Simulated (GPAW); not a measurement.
# Surface energy and work function of Cu(110) from slabs of 4 to 14 layers (PBE)

How do energy and work function of Cu(110) films settle with thickness, and what surface energy follows?

Set-up. GPAW 26.7.0, plane waves at 450 eV with PAW setups; symmetric 1×1 slabs cut at the tabulated lattice constant (two decimals; low-temperature values for the alkali metals), atoms at bulk places, 7.5 Å of vacuum on each side, one in-plane mesh for all thicknesses, Fermi-Dirac smearing of 0.1 eV. Energies are extrapolated to zero smearing and count from the program's reference atoms. Functional PBE. The cell's area is 9.215 Å².

The runs, one held back:

| layers | energy (eV) | work function (eV) |
| --- | --- | --- |
| 4 | −12.6991 | 4.41 |
| 5 | −16.3577 | 4.32 |
| 6 | −19.9457 | 4.41 |
| 7 | −23.6056 | 4.31 |
| 8 | −27.2079 | 4.41 |
| 9 | −30.8581 | 4.29 |
| 10 | −34.4680 | 4.40 |
| 11 | −38.1058 | 4.31 |
| 12 | −41.7261 | 4.39 |
| 14 | ? | ? |

**Question.** What surface energy do these runs give, and what energy and work function should the 14-layer slab have?

**Working.** A slab of n layers has E(n) = nε + 2Aγ once its middle is bulk-like. A line through n = 6 to 12 has the slope ε = −3.6286 eV a layer and the intercept 2Aγ = 1.8124 eV (r.m.s. residual 10.7 meV). So γ = 1.8124 / (2 × 9.215 Å²) = 0.0983 eV/Å² = 1.58 J/m², with a standard error of about 0.02 J/m² from the scatter about the line. For 14 layers: 1.8124 + 14 × (−3.6286) = −48.988 eV; the run gives −48.975 eV, 13.2 meV over the line. The work function has no such law: from 6 to 12 layers it moves between 4.29 and 4.41 eV (mean 4.36), and the 14-layer slab gives 4.38 eV. The thinnest slab, 4 layers, lies +0.05 eV from that mean. The values go up and down with thickness, as expected where levels confined across the film cross the Fermi level one by one. The measured value for this face is 4.56 eV (“Anisotropic work function of elemental crystals” (2019, arxiv:1902.07811)); the unrelaxed 14-layer slab lies 0.18 eV under it.

**Limits.** The surfaces are unrelaxed, so γ is an upper bound for this functional and lattice constant. The tabulated lattice constant isn't the functional's own, which strains the slab a little.
